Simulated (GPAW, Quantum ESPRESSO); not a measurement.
# Ga K-edge XANES of GaN (P6_3mc), part 6 of 6

Do two independent programs agree on the Ga K edge of GaN (P6_3mc)? The same cell and functional are run with XSpectra and with GPAW.

Quantum ESPRESSO 7.5 and GPAW 26.7.0; core-hole supercells, plane-wave PAW LDA.

So far. Step 11 (Spectrum without a core hole, Ga atom 1 (GPAW)): Main maxima below 27 eV (height): 8.8 eV (1.93) and 19.4 eV (1.26).  Step 13 (Spectrum with FCH, Ga atom 1 (GPAW)): Main maxima below 27 eV (height): 3.2 eV (1.34), 7.6 eV (1.96), 18.6 eV (1.02) and 26.2 eV (0.78). 

The database entry behind the starting cell differs from later determinations by our own check (about 0.3 % short, ideal inner coordinate), so it need not match the best structure at ambient conditions.

## 14. Excitation energy, Ga atom 1 (GPAW)

Level of this step: plane-wave PAW DFT, LDA, self-consistent field (GPAW).

With the excited electron kept in the cell the system stays neutral, and the energy difference is an excitation energy by itself. In a small cell that electron takes up a good share of the lowest empty band, or all of one, which shifts the value from the true onset.

Changed against the first core-hole run: core hole to XCH, with the smearing that suits a partly filled band.

Input file scf.py:

```python
import numpy as np
from ase import Atoms
from ase.parallel import parprint, paropen
from gpaw import GPAW, PW, FermiDirac, Mixer, MixerDif, setup_paths
from gpaw.test import gen
setup_paths.insert(0, '.')
gen('Ga', name='fch1s', xcname='LDA', corehole=(1, 0, 1), write_xml=True)
from gpaw.mpi import world
world.barrier()

atoms = Atoms('Ga16N16',
    cell=[[-4.77, 2.75396078, 5.166],
     [4.77, -2.75396078, 5.166],
     [3.18, 5.50792157, -5.166]],
    scaled_positions=[[0.29166667, 0.45833333, 0.25],
     [0.79166667, 0.95833333, 0.25],
     [0.16666667, 0.83333333, 0.5],
     [0.66666667, 0.33333333, 0.5],
     [0.54166667, 0.70833333, 0.75],
     [0.04166667, 0.20833333, 0.75],
     [0.91666667, 0.58333333, 0],
     [0.41666667, 0.08333333, 0],
     [0.20833333, 0.04166667, 0.25],
     [0.70833333, 0.54166667, 0.25],
     [0.08333333, 0.41666667, 0.5],
     [0.58333333, 0.91666667, 0.5],
     [0.45833333, 0.29166667, 0.75],
     [0.95833333, 0.79166667, 0.75],
     [0.83333333, 0.16666667, 0],
     [0.33333333, 0.66666667, 0],
     [0.47916667, 0.64583333, 0.25],
     [0.97916667, 0.14583333, 0.25],
     [0.35416667, 0.02083333, 0.5],
     [0.85416667, 0.52083333, 0.5],
     [0.72916667, 0.89583333, 0.75],
     [0.22916667, 0.39583333, 0.75],
     [0.10416667, 0.77083333, 0],
     [0.60416667, 0.27083333, 0],
     [0.39583333, 0.22916667, 0.25],
     [0.89583333, 0.72916667, 0.25],
     [0.27083333, 0.60416667, 0.5],
     [0.77083333, 0.10416667, 0.5],
     [0.64583333, 0.47916667, 0.75],
     [0.14583333, 0.97916667, 0.75],
     [0.02083333, 0.35416667, 0],
     [0.52083333, 0.85416667, 0]],
    pbc=True)
atoms.calc = calc = GPAW(legacy_gpaw=True, mode=PW(500, force_complex_dtype=True), xc='LDA', setups={0: 'fch1s'},
    kpts={'size': (3, 3, 3), 'gamma': True}, occupations=FermiDirac(0.04),
    charge=-1, mixer=Mixer(0.1, 5, 50), maxiter=150,
    convergence={'density': 0.0001, 'eigenstates': 1e-6}, txt='scf.txt')
energy = atoms.get_potential_energy() + calc.get_reference_energy()
ef = calc.get_fermi_level()
out = dict(energy=energy, fermi=ef, forces=atoms.get_forces().tolist())
parprint(f'all-electron energy {energy:.4f} eV, Fermi level {ef:.4f} eV')
ev = np.array([[calc.get_eigenvalues(k, s) for k in range(len(calc.get_ibz_k_points()))] for s in range(calc.get_number_of_spins())])
out['homo'], out['lumo'], out['counts'] = ev[ev < ef].max(), ev[ev > ef].min(), sorted(set((ev < ef).sum((0, 2)).tolist()))
out['filled'] = (ev[:, 0] < ef).sum(1).tolist()
import json
with paropen('out.json', 'w') as f:
    json.dump(out, f)
```

Run with:

```console
OMP_NUM_THREADS=1 mpirun -n 4 gpaw python scf.py
```

Numbers of over 12 decimals in the logs are rounded to 6 here.

The program printed:

```text
Input parameters:
  charge: -1
  convergence: {density: 0.0001,
                eigenstates: 1e-06}
  kpts: {gamma: True,
         size: (3, 3, 3)}
  maxiter: 150
  mixer: {backend: pulay,
          beta: 0.1,
          method: separate,
          nmaxold: 5,
          weight: 50}
  mode: {ecut: 500.0,
         force_complex_dtype: True,
         name: pw}
  occupations: {fixmagmom: False,
[...]
4s(2) :    -0.729245     1.209524
*s    :     0.270755
4p(1) :    -0.423197     1.025939
*p    :     0.576803
*d    :     0.000000
--------------------------------

Diagonalizing with gridspacing h=0.050

state   all-electron     PAW
-------------------------------
4s:      -0.729245    -0.729478
4p:      -0.423197    -0.423398
*d:                   -0.111370
*f:                   -0.021469
-------------------------------
all-electron energy -858292.7235 eV, Fermi level 9.6882 eV
[key lines of the parts left out:]
Converged after 17 iterations.
Dipole moment: (-0.114501, -0.242910, 0.036167) |e|*Ang
Free energy:   -219.401227
Fermi level: 9.68818
```

Run time: 2.2 min. Hardware: 4 MPI ranks of Arm Neoverse V1, shared host; peak memory 0.5 GiB.

## 15. The two programs side by side

The line shapes differ (Lorentzian half width 0.91 eV up to 4 eV, rising linearly to 1.75 eV at 25 eV (not a setting of the program: the run's 0.4 eV curve was folded afterwards with a further Lorentzian), against Gaussian full width 1.82 eV up to 4 eV, rising linearly to 3.5 eV at 25 eV), so both get a further Gaussian of 1.5 eV full width before they are compared; the Lorentzian tails remain.

| E (eV) | XSpectra | GPAW |
| --- | --- | --- |
| -2.00 | 0.10 | 0.00 |
| -1.25 | 0.13 | 0.00 |
| -0.50 | 0.17 | 0.01 |
| 0.25 | 0.24 | 0.05 |
| 1.00 | 0.38 | 0.22 |
| 1.75 | 0.63 | 0.58 |
| 2.50 | 0.93 | 1.01 |
| 3.25 | 1.10 | 1.21 |
| 4.00 | 1.15 | 1.19 |
| 4.75 | 1.22 | 1.22 |
| 5.50 | 1.35 | 1.38 |
| 6.25 | 1.47 | 1.61 |
| 7.00 | 1.58 | 1.80 |
| 7.75 | 1.57 | 1.81 |
| 8.50 | 1.41 | 1.58 |
| 9.25 | 1.22 | 1.28 |
| 10.00 | 1.10 | 1.09 |
| 10.75 | 1.02 | 1.00 |
| 11.50 | 0.93 | 0.90 |
| 12.25 | 0.83 | 0.76 |
| 13.00 | 0.75 | 0.64 |
| 13.75 | 0.72 | 0.58 |
| 14.50 | 0.73 | 0.60 |
| 15.25 | 0.77 | 0.67 |
| 16.00 | 0.84 | 0.76 |
| 16.75 | 0.91 | 0.85 |
| 17.50 | 0.97 | 0.94 |
| 18.25 | 1.01 | 0.99 |
| 19.00 | 1.03 | 1.00 |
| 19.75 | 1.00 | 0.96 |
| 20.50 | 0.94 | 0.90 |
| 21.25 | 0.90 | 0.85 |
| 22.00 | 0.85 | 0.80 |
| 22.75 | 0.78 | 0.76 |
| 23.50 | 0.72 | 0.74 |
| 24.25 | 0.68 | 0.74 |
| 25.00 | 0.66 | 0.76 |
| 25.75 | 0.65 | 0.77 |
| 26.50 | 0.64 | 0.77 |
| 27.25 | 0.63 | 0.76 |

|  | XSpectra | GPAW |
| --- | --- | --- |
| k mesh of the spectrum | 3×3×3 | 3×3×3 |
| cutoff (eV) | 844 | 500 |
| highest intensity below 24 eV after the common broadening, eV (height) | 7.4 (1.60) | 7.4 (1.84) |
| core time, hole field and spectrum | 81 min | 29 min |

## 16. With and without the hole

XSpectra's curves. Both curves are counted from their own zero, so only the shift of weight within the empty states shows.

| E (eV) | no hole | FCH |
| --- | --- | --- |
| -2.0 | 0.07 | 0.10 |
| -1.0 | 0.09 | 0.13 |
| 0.0 | 0.12 | 0.19 |
| 1.0 | 0.18 | 0.34 |
| 2.0 | 0.32 | 0.72 |
| 3.0 | 0.52 | 1.16 |
| 4.0 | 0.61 | 1.12 |
| 5.0 | 0.69 | 1.26 |
| 6.0 | 0.88 | 1.42 |
| 7.0 | 1.13 | 1.63 |
| 8.0 | 1.54 | 1.59 |
| 9.0 | 1.61 | 1.25 |
| 10.0 | 1.54 | 1.08 |
| 11.0 | 1.51 | 1.01 |
| 12.0 | 1.33 | 0.85 |
| 13.0 | 1.10 | 0.74 |
| 14.0 | 0.96 | 0.70 |
| 15.0 | 0.90 | 0.74 |
| 16.0 | 0.96 | 0.84 |
| 17.0 | 1.07 | 0.94 |
| 18.0 | 1.16 | 1.01 |
| 19.0 | 1.27 | 1.05 |
| 20.0 | 1.28 | 0.98 |
| 21.0 | 1.26 | 0.91 |
| 22.0 | 1.28 | 0.86 |
| 23.0 | 1.21 | 0.75 |
| 24.0 | 1.08 | 0.67 |
| 25.0 | 1.02 | 0.65 |
| 26.0 | 1.02 | 0.65 |
| 27.0 | 0.99 | 0.63 |
| 28.0 | 0.94 | 0.62 |
| 29.0 | 0.90 | 0.63 |
| 30.0 | 0.88 | 0.63 |
| 31.0 | 0.89 | 0.62 |
| 32.0 | 0.88 | 0.59 |

With each curve scaled to its own mean, the area from −2 to 6 eV with the hole is 5.7 against 3.0, and the centre of weight from −1 to 20 eV moves by -1.5 eV: the hole pulls the absorber's empty states down.

## 17. Runs not followed above

These runs aren't followed: redraws of a spectrum that repeat one shown, runs with a planted fault or a state judged unsound, or a program's part that gave no sound spectrum.

| program | step | status | elapsed |
| --- | --- | --- | --- |
| Quantum ESPRESSO | no core hole, redrawn | converged | 4.8 s |
| Quantum ESPRESSO | spectrum with FCH, redrawn | converged | 2.6 s |

## 18. Summary of results

```
absorber and edge                                     : Ga K, atom 1 of the ground-state input (counted from 1)
surroundings                                          : 1 N at 1.94 Å and 3 N at 1.95 Å (tetrahedral, site symmetry 3m)
highest intensity below 24 eV (XSpectra, narrow line) : 7.5 eV above the zero, height 1.69
```

In words: The two programs agree closely: 12 % r.m.s. remains over the first 14 eV after a relative shift of 0.0 eV; their raw zeros differ by 6 eV. What differs may come from the PAW partial waves, meshes, cutoffs and line shapes. In XSpectra the Ga K edge of atom 1, with 1 N at 1.94 Å and 3 N at 1.95 Å (tetrahedral, site symmetry 3m), has its highest intensity of the first 24 eV at 7.5 eV above the zero, 1.7 times the mean level of the first 20 eV (Lorentzian half width 0.91 eV up to 4 eV, rising linearly to 1.75 eV at 25 eV (not a setting of the program: the run's 0.4 eV curve was folded afterwards with a further Lorentzian)). In XSpectra: With each curve scaled to its own mean, the area from −2 to 6 eV with the hole is 5.7 against 3.0, and the centre of weight from −1 to 20 eV moves by -1.5 eV: the hole pulls the absorber's empty states down. In GPAW: With each curve scaled to its own mean, the area from −2 to 6 eV with the hole is 5.3 against 2.3, and the centre of weight from −1 to 20 eV moves by -1.7 eV: the hole pulls the absorber's empty states down. In XSpectra, at the Ga K edge of atom 1 polarisation matters most near 8.0 eV, where the curves differ by 0.7 on this scale. The structure is a published determination, not relaxed.

[Banner, clock and machine lines of the logs are left out without a mark of their own.]

[Logs are printed without paths, hosts, clocks, repeated set-up lines and the standing remarks that a program may print on its own settings, such as how far it seeks lower states.]

[Hosts, paths, dates, database ids (printed as entryN), source tags and the programs' standing remarks are cut or masked in the printed files.]

[Lists of maxima count a maximum above −3 eV only where it reaches 4 % of the highest in the window and stands out from its surroundings by 2 % of it (1.5 % where it reaches 55 %); shoulders and weaker maxima are passed over, and of the rest the first, up to two pre-edge ones and the few strongest are named.]
